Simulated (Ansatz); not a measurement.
## Current against voltage: bond stretched by 2.5 Å, between Ag atomic chains

Wanted: I(V), the voltage drop and T(E, V).

Program: Ansatz 0.2.0. Level of theory: DFT PBE, plane waves, PAW; current against voltage, self-consistent under bias. Results are calculated unless marked as measured.

### Step 1. Set-up

The cell holds 32 atoms: 32 Ag. Its edges and angles: a = 6.000 Å, b = 6.000 Å, c = 98.960 Å, α = 90.0°, β = 90.0°, γ = 90.0°. Electrodes: Ag atomic chain; the apex atoms were set 5.160 Å apart. Regions: lower lead, 16 atoms (16 Ag); upper lead, 16 atoms (16 Ag). Vacuum lies along a, b and c.

### Step 2. The sweep under bias

Vacuum beyond both ends lets the two leads hold different Fermi levels, and the density is solved anew at each bias. Each lead has 16 atoms, since a wire screens slowly.

Contents of input.yaml:

```yaml
crystal:
  lattice:
    - [6.0, 0.0, 0.0]
    - [0.0, 6.0, 0.0]
    - [0.0, 0.0, 98.96]
  atoms:
    - { symbol: Ag, position: [0.5, 0.5, 0.0] }
    - { symbol: Ag, position: [0.5, 0.5, 0.026879547] }
    - { symbol: Ag, position: [0.5, 0.5, 0.053759095] }
    - { symbol: Ag, position: [0.5, 0.5, 0.080638642] }
    - { symbol: Ag, position: [0.5, 0.5, 0.107518189] }
    - { symbol: Ag, position: [0.5, 0.5, 0.134397736] }
    - { symbol: Ag, position: [0.5, 0.5, 0.161277284] }
    - { symbol: Ag, position: [0.5, 0.5, 0.188156831] }
    - { symbol: Ag, position: [0.5, 0.5, 0.215036378] }
    - { symbol: Ag, position: [0.5, 0.5, 0.241915926] }
    - { symbol: Ag, position: [0.5, 0.5, 0.268795473] }
    - { symbol: Ag, position: [0.5, 0.5, 0.29567502] }
    - { symbol: Ag, position: [0.5, 0.5, 0.322554568] }
    - { symbol: Ag, position: [0.5, 0.5, 0.349434115] }
    - { symbol: Ag, position: [0.5, 0.5, 0.376313662] }
    - { symbol: Ag, position: [0.5, 0.5, 0.403193209] }
    - { symbol: Ag, position: [0.5, 0.5, 0.455335489] }
    - { symbol: Ag, position: [0.5, 0.5, 0.482215036] }
    - { symbol: Ag, position: [0.5, 0.5, 0.509094584] }
    - { symbol: Ag, position: [0.5, 0.5, 0.535974131] }
    - { symbol: Ag, position: [0.5, 0.5, 0.562853678] }
    - { symbol: Ag, position: [0.5, 0.5, 0.589733226] }
    - { symbol: Ag, position: [0.5, 0.5, 0.616612773] }
    - { symbol: Ag, position: [0.5, 0.5, 0.64349232] }
    - { symbol: Ag, position: [0.5, 0.5, 0.670371867] }
    - { symbol: Ag, position: [0.5, 0.5, 0.697251415] }
    - { symbol: Ag, position: [0.5, 0.5, 0.724130962] }
    - { symbol: Ag, position: [0.5, 0.5, 0.751010509] }
    - { symbol: Ag, position: [0.5, 0.5, 0.777890057] }
    - { symbol: Ag, position: [0.5, 0.5, 0.804769604] }
    - { symbol: Ag, position: [0.5, 0.5, 0.831649151] }
    - { symbol: Ag, position: [0.5, 0.5, 0.858528698] }
kpoints:
  mp_grid: { grid: [1, 1, 1] }
scf:
  occupations: { method: fermi_dirac, width: 0.1 }
hamiltonian:
  xc: pbe
output:
  current_voltage:
    leads: [[9, 10], [21, 22]]
    bias: [0.3, 0.6, 1.0, 1.5]
    electrode_ends: [15, 16]
    kmesh: [1, 1]
  write_potential: true
  write_density: true
  volumetric_format: npy
basis:
  ecutwfc: "340 eV"
```

Run with:

```bash
$ ansatz run input.yaml --threads 4 --pin off --max-ram 16384MiB --backend cpu --events-out ev --progress --plain --runs-dir out
```

Numbers of over 12 decimals in the logs are rounded to 6 here.

The log of the run:

```text
Warning: basis.ecutwfc = 340 eV is below the records' recommended 420 eV, and the density's cutoff is lower with it unless basis.ecutrho_ratio is high enough to keep the records' density cutoff: compare with a run at a higher cutoff
Engine: ansatz 0.2.0, x86_64-unknown-linux-gnu
Pseudopotentials: kind: paw
Pseudopotential: Ag, paw, valence charge 19, recommended cutoff 420 eV (normal), Ag.paw.azcp
Functional definition: PBE
  parameter kappa = 0.804
  parameter beta = 0.066725
  exchange = pbe_x(kappa = kappa, mu = beta*pi^2/3)
  correlation = pbe_c(beta = beta)
Crystal: 32 atoms, lattice volume = 3562.560 Å³
Basis set: ecut = 340 eV, 50477 PW (Γ)
Bands: 365, of which v1, the nominal top of the filled ones, is band 304 counted from 1 (303 counted from 0)
Symmetry: 16 space group operations
Space group: P4/mmm (ITA 123), of the structure as read, at distance tolerance 1.5e-4 Å
k-points: 1
Non-local potential: Ag, projectors of the file, l = 0: 3, l = 1: 2, l = 2: 2, l = 3: 1
PAW form: soft (Blöchl's): semilocal exchange-correlation on the pseudo side does not see the compensation charge
PAW one-centre angular grid: Ag, 590 points (default); XC on 64 Gauss nodes
Initial density: superposition of atomic densities (neutral atoms: chi_scale 0, normalization atom), corrected by the library's trained network
Initial wavefunctions: pseudopotential atomic-orbital guess
Functional: x = pbe(κ = 0.804, μ = 0.219515), c = pbe(β = 0.066725)
SCF iter   1: F=—  HF=-242858.355663 eV  |F-HF|=—  |Δ(HF+E_count)|=         —  Δρ=2.32e-3  dr2=4.85e0  ethr=1.77e-3  ⟨swp⟩=7.0  Hψ=1411  notcnv=0  defer=10
preconditioner: auto → LDOS  [insulator: Δε(μ)=0.272 eV  Ē_g=6.450 eV  σ=0.100 eV  W_gap=0.59  n_scr=456 (ndim 8)  ℏωp=11.7 eV  f_vac=0.661  D(μ)=12.88/eV (n_scr^D=24)  ε∞_Penn≈4.3  β→1.0]
SCF iter   2: F=—  HF=-242858.155124 eV  |F-HF|=—  |Δ(HF+E_count)|=   2.01e-1  Δρ=1.62e-3  dr2=3.06e-1  ethr=7.98e-4  ⟨swp⟩=2.0  Hψ=431  notcnv=0  defer=44
SCF iter   3: F=—  HF=-242858.142250 eV  |F-HF|=—  |Δ(HF+E_count)|=   1.29e-2  Δρ=1.64e-3  dr2=1.70e-1  ethr=5.03e-5  ⟨swp⟩=2.0  Hψ=612  notcnv=0  defer=44
SCF iter   4: F=—  HF=-242858.109133 eV  |F-HF|=—  |Δ(HF+E_count)|=   3.31e-2  Δρ=2.79e-4  dr2=9.12e-3  ethr=2.80e-5  ⟨swp⟩=2.0  Hψ=678  notcnv=0  defer=44
SCF iter   5: F=—  HF=-242858.108318 eV  |F-HF|=—  |Δ(HF+E_count)|=   8.15e-4  Δρ=1.06e-4  dr2=9.90e-4  ethr=1.50e-6  ⟨swp⟩=2.0  Hψ=597  notcnv=0  defer=44
SCF iter   6: F=—  HF=-242858.108425 eV  |F-HF|=—  |Δ(HF+E_count)|=   1.07e-4  Δρ=4.12e-5  dr2=1.18e-4  ethr=1.63e-7  ⟨swp⟩=2.0  Hψ=531  notcnv=0  defer=44
SCF iter   7: F=—  HF=-242858.108575 eV  |F-HF|=—  |Δ(HF+E_count)|=   1.50e-4  Δρ=1.33e-5  dr2=1.54e-5  ethr=1.95e-8  ⟨swp⟩=2.0  Hψ=558  notcnv=0  defer=44
SCF iter   8: F=—  HF=-242858.108191 eV  |F-HF|=—  |Δ(HF+E_count)|=   3.84e-4  Δρ=3.73e-6  dr2=9.19e-7  ethr=2.53e-9  ⟨swp⟩=2.0  Hψ=495  notcnv=0  defer=44
SCF iter   9: F=—  HF=-242858.108192 eV  |F-HF|=—  |Δ(HF+E_count)|=   1.55e-6  Δρ=1.55e-6  dr2=1.83e-7  ethr=1.51e-10  ⟨swp⟩=2.0  Hψ=503  notcnv=0  defer=44
SCF iter  10: F=-242858.108192 eV  HF=-242858.108192 eV  |F-HF|=1.48e-9  |Δ(HF+E_count)|=   1.10e-7  Δρ=6.47e-7  dr2=2.57e-8  ethr=1.64e-11  ⟨swp⟩=19.0  Hψ=1768  notcnv=0
SCF 1 converged in 10 iterations: F = -242858.108192 eV  dr2 = 2.57e-8
  greatest PAW one-centre occupation: 1.000 electrons in one spin orbital (limit 2), on the Ag atom at site 30 (counted from 0), in its partial waves of l = 0
bias +0 V, iteration  1: dr2 1.98e-1 eV, mean Fermi level -1.8068 eV
bias +0 V, iteration  2: dr2 1.90e-2 eV, mean Fermi level -1.8078 eV
bias +0 V, iteration  3: dr2 5.16e-4 eV, mean Fermi level -1.8080 eV
bias +0 V, iteration  4: dr2 7.87e-5 eV, mean Fermi level -1.8082 eV
bias +0 V, iteration  5: dr2 2.32e-5 eV, mean Fermi level -1.8082 eV
bias +0 V, iteration  6: dr2 1.71e-6 eV, mean Fermi level -1.8082 eV
bias +0 V, iteration  7: dr2 1.66e-7 eV, mean Fermi level -1.8083 eV
bias +0 V, iteration  8: dr2 2.93e-8 eV, mean Fermi level -1.8083 eV
bias +0.3 V, iteration  1: dr2 2.29e1 eV, mean Fermi level -1.8001 eV
bias +0.3 V, iteration  2: dr2 3.07e0 eV, mean Fermi level -1.8069 eV
bias +0.3 V, iteration  3: dr2 8.35e-2 eV, mean Fermi level -1.8074 eV
bias +0.3 V, iteration  4: dr2 4.85e-4 eV, mean Fermi level -1.8076 eV
bias +0.3 V, iteration  5: dr2 2.27e-4 eV, mean Fermi level -1.8075 eV
bias +0.3 V, iteration  6: dr2 1.31e-4 eV, mean Fermi level -1.8075 eV
bias +0.3 V, iteration  7: dr2 1.31e-5 eV, mean Fermi level -1.8075 eV
bias +0.3 V, iteration  8: dr2 3.24e-6 eV, mean Fermi level -1.8075 eV
bias +0.3 V, iteration  9: dr2 2.28e-7 eV, mean Fermi level -1.8075 eV
bias +0.3 V, iteration 10: dr2 5.10e-8 eV, mean Fermi level -1.8075 eV
bias +0.6 V, iteration  1: dr2 2.99e-3 eV, mean Fermi level -1.8057 eV
bias +0.6 V, iteration  2: dr2 1.35e-4 eV, mean Fermi level -1.8059 eV
bias +0.6 V, iteration  3: dr2 5.58e-5 eV, mean Fermi level -1.8058 eV
bias +0.6 V, iteration  4: dr2 3.36e-6 eV, mean Fermi level -1.8059 eV
bias +0.6 V, iteration  5: dr2 5.72e-7 eV, mean Fermi level -1.8059 eV
bias +0.6 V, iteration  6: dr2 4.01e-8 eV, mean Fermi level -1.8059 eV
bias +1 V, iteration  1: dr2 4.85e-3 eV, mean Fermi level -1.8019 eV
bias +1 V, iteration  2: dr2 6.18e-4 eV, mean Fermi level -1.8022 eV
bias +1 V, iteration  3: dr2 8.17e-4 eV, mean Fermi level -1.8021 eV
bias +1 V, iteration  4: dr2 4.70e-5 eV, mean Fermi level -1.8022 eV
bias +1 V, iteration  5: dr2 1.35e-5 eV, mean Fermi level -1.8022 eV
bias +1 V, iteration  6: dr2 1.11e-6 eV, mean Fermi level -1.8022 eV
bias +1 V, iteration  7: dr2 4.45e-7 eV, mean Fermi level -1.8022 eV
bias +1 V, iteration  8: dr2 3.62e-8 eV, mean Fermi level -1.8022 eV
bias +1.5 V, iteration  1: dr2 6.51e-2 eV, mean Fermi level -1.7979 eV
bias +1.5 V, iteration  2: dr2 1.09e-2 eV, mean Fermi level -1.7987 eV
bias +1.5 V, iteration  3: dr2 4.05e-3 eV, mean Fermi level -1.7982 eV
bias +1.5 V, iteration  4: dr2 1.87e-4 eV, mean Fermi level -1.7985 eV
bias +1.5 V, iteration  5: dr2 4.68e-5 eV, mean Fermi level -1.7985 eV
bias +1.5 V, iteration  6: dr2 1.19e-5 eV, mean Fermi level -1.7985 eV
bias +1.5 V, iteration  7: dr2 2.88e-6 eV, mean Fermi level -1.7985 eV
bias +1.5 V, iteration  8: dr2 1.07e-6 eV, mean Fermi level -1.7985 eV
bias +1.5 V, iteration  9: dr2 2.83e-7 eV, mean Fermi level -1.7985 eV
bias +1.5 V, iteration 10: dr2 8.60e-8 eV, mean Fermi level -1.7985 eV
transmission: 6 of 40 steps passed
transmission: 10 of 40 steps passed
[...]
transmission: 45 of 45 steps passed
WARN: The output density's exchange-correlation potential varies sharply where the density is thin. Do not read a vacuum level from v_tot or v_xc, or from such a field of the output density. On a cell that repeats whose density bears no net charge and no dipole along the vacuum's axis use v_es (v_loc + v_h of the components); under efield.dipole_correction with no amplitude use v_es + v_field, which holds any externa [...]
SCF converged after 10 iterations
Free energy (F): -242858.108192 eV
Harris-Foulkes:  -242858.108192 eV  (|F-HF|=1.48e-9)
Internal energy: -242857.657563 eV  (E = F + TS)
E sigma→0 (E₀):  -242857.882878 eV
Entropy (-TS):   -0.450629 eV (-14.082 meV/atom)
Fermi energy:    -1.815964 eV
--- Per-component energies (eV) ---
  E_band       = -18117.803007
  E_kinetic    = 16899.536237
  E_local      = -336834.666411  (includes V_loc(G=0)·N_el)
  E_nonlocal   = 2619.469498
  E_hartree    = 159961.128196
  E_xc         = -5840.480118
  E_vxc        = -7406.674850  (∫ρ·V_xc dr)
  E_paw        = -124948.453113  (= ΣΔE_a)
  E_vpaw       = -13317.797956  (= ΣTr[D̂ρ^β])
  E_aug_tail   = 0.029310  (compensation charges beyond the density's cutoff)
  E_ewald      = 45285.778837
  E_smearing   = -0.450629  (= −TS)
  E_closure    = 0.000000  (closes the sum)
  Σ components = -242858.108192   (vs F -242858.108192, Δ=0.00e0)
--- Band table (eV) ---
  k-point 0: bands = [... 300 lower, -2.2216, -2.2029, -1.9790, -1.9539, -1.6910, -1.6593, -1.3316, -1.2919, ... 57 higher]
--- Current–voltage curve ---
  leads      : [9, 10] from 0.00 to 39.90 and [21, 22] from 45.06 to 84.96 Å, reservoirs outside 25.39 and 59.57
  electrodes : end at 39.90 and 45.06 Å
  density    : 421 bands, filled at a thermal energy of 2.585e-2 eV; current at 300 K
  bias (V)   current (A)   every other point   every other energy   edges, levels   drop (V)   electrons moved   misfit (meV)   iterations
        +0      0.0000e0                   -             0.0000e0        0.0000e0     +0.000            0.00e0           41.7   8
      +0.3     2.1039e-6                   -            2.1039e-6        0.0000e0     +0.269           1.44e-2           50.2   10
      +0.6     3.8083e-6                   -            3.8083e-6        0.0000e0     +0.541           2.90e-2           57.3   6
        +1     5.9154e-6                   -            5.9154e-6      6.1475e-12     +0.902           4.85e-2           65.1   8
      +1.5     7.4941e-6                   -            7.4939e-6      2.9355e-14     +1.378           7.34e-2           71.7   10
  At 0 V the conductance is 7.4425e-6 S, 2.0674e13 S/m².
```

It took 9.3 min on 4 threads of Intel Xeon Platinum 8259CL at 2.50GHz (Skylake/Cascade Lake), shared host; peak memory 5.2 GiB.

Reading the cycles: dr2 is the Hartree energy of the density residual (eV), the measure of convergence; HF is the Harris–Foulkes estimate of the energy, which meets the free energy F at convergence.

Numbers from this step:

```yaml
conductance_at_zero_bias: 0.09606 G₀
current_at_the_highest_bias: 7.494 μA
largest_misfit_of_the_leads: 71.72 meV
```

Cell area 36.000 Å^2. Current through one cell against bias:

```
bias (V)  current through one cell (μA)
   0.000                              0
   0.300                           2.10
   0.600                           3.81
   1.000                           5.92
   1.500                           7.49
```

Bias 0 V. Table of transmission and channels at 0 V by energy, zero at the mean Fermi level:

```
energy (eV)  transmission  channels, lower lead  channels, upper lead
     -0.259        0.0786                     1                     1
     -0.233        0.0814                     1                     1
     -0.207        0.0841                     1                     1
     -0.181        0.0866                     1                     1
     -0.155        0.0889                     1                     1
     -0.129        0.0909                     1                     1
     -0.103        0.0927                     1                     1
     -0.078        0.0941                     1                     1
     -0.052        0.0952                     1                     1
     -0.026        0.0960                     1                     1
      0.000        0.0965                     1                     1
      0.026        0.0967                     1                     1
      0.052        0.0967                     1                     1
      0.078        0.0965                     1                     1
      0.103        0.0961                     1                     1
      0.129        0.0956                     1                     1
      0.155        0.0951                     1                     1
      0.181        0.0945                     1                     1
      0.207        0.0938                     1                     1
      0.233        0.0933                     1                     1
      0.259        0.0927                     1                     1
```

Bias 0.6 V. Transmission and channels at 0.6 V against energy, zero at the mean Fermi level:

```
energy (eV)  transmission  channels, lower lead  channels, upper lead
     -0.569        0.0504                     1                     1
     -0.543        0.0539                     1                     1
     -0.517        0.0574                     1                     1
     -0.465        0.0637                     1                     1
     -0.439        0.0662                     1                     1
     -0.414        0.0681                     1                     1
     -0.388        0.0696                     1                     1
     -0.362        0.0707                     1                     1
     -0.310        0.0720                     1                     1
     -0.284        0.0724                     1                     1
     -0.259        0.0727                     1                     1
     -0.233        0.0731                     1                     1
     -0.207        0.0735                     1                     1
     -0.181        0.0740                     1                     1
     -0.129        0.0753                     1                     1
     -0.103        0.0761                     1                     1
     -0.078        0.0771                     1                     1
     -0.052        0.0782                     1                     1
     -0.026        0.0794                     1                     1
      0.000        0.0807                     1                     1
      0.026        0.0820                     1                     1
      0.052        0.0834                     1                     1
      0.078        0.0848                     1                     1
      0.103        0.0862                     1                     1
      0.129        0.0876                     1                     1
      0.181        0.0903                     1                     1
      0.207        0.0915                     1                     1
      0.233        0.0927                     1                     1
      0.259        0.0937                     1                     1
      0.284        0.0947                     1                     1
      0.310        0.0957                     1                     1
      0.362        0.0973                     1                     1
      0.388        0.0981                     1                     1
      0.414        0.0989                     1                     1
      0.439        0.0996                     1                     1
      0.465         0.100                     1                     1
      0.517         0.102                     1                     1
      0.543         0.103                     1                     1
      0.569         0.104                     1                     1
```

(Continued in part 2 of 2.)

[Logs are printed without paths, hosts, clocks, repeated set-up lines and the standing remarks that a program may print on its own settings, such as how far it seeks lower states.]

[Hosts, paths, dates, database ids (printed as entryN), source tags and the programs' standing remarks are cut or masked in the printed files.]
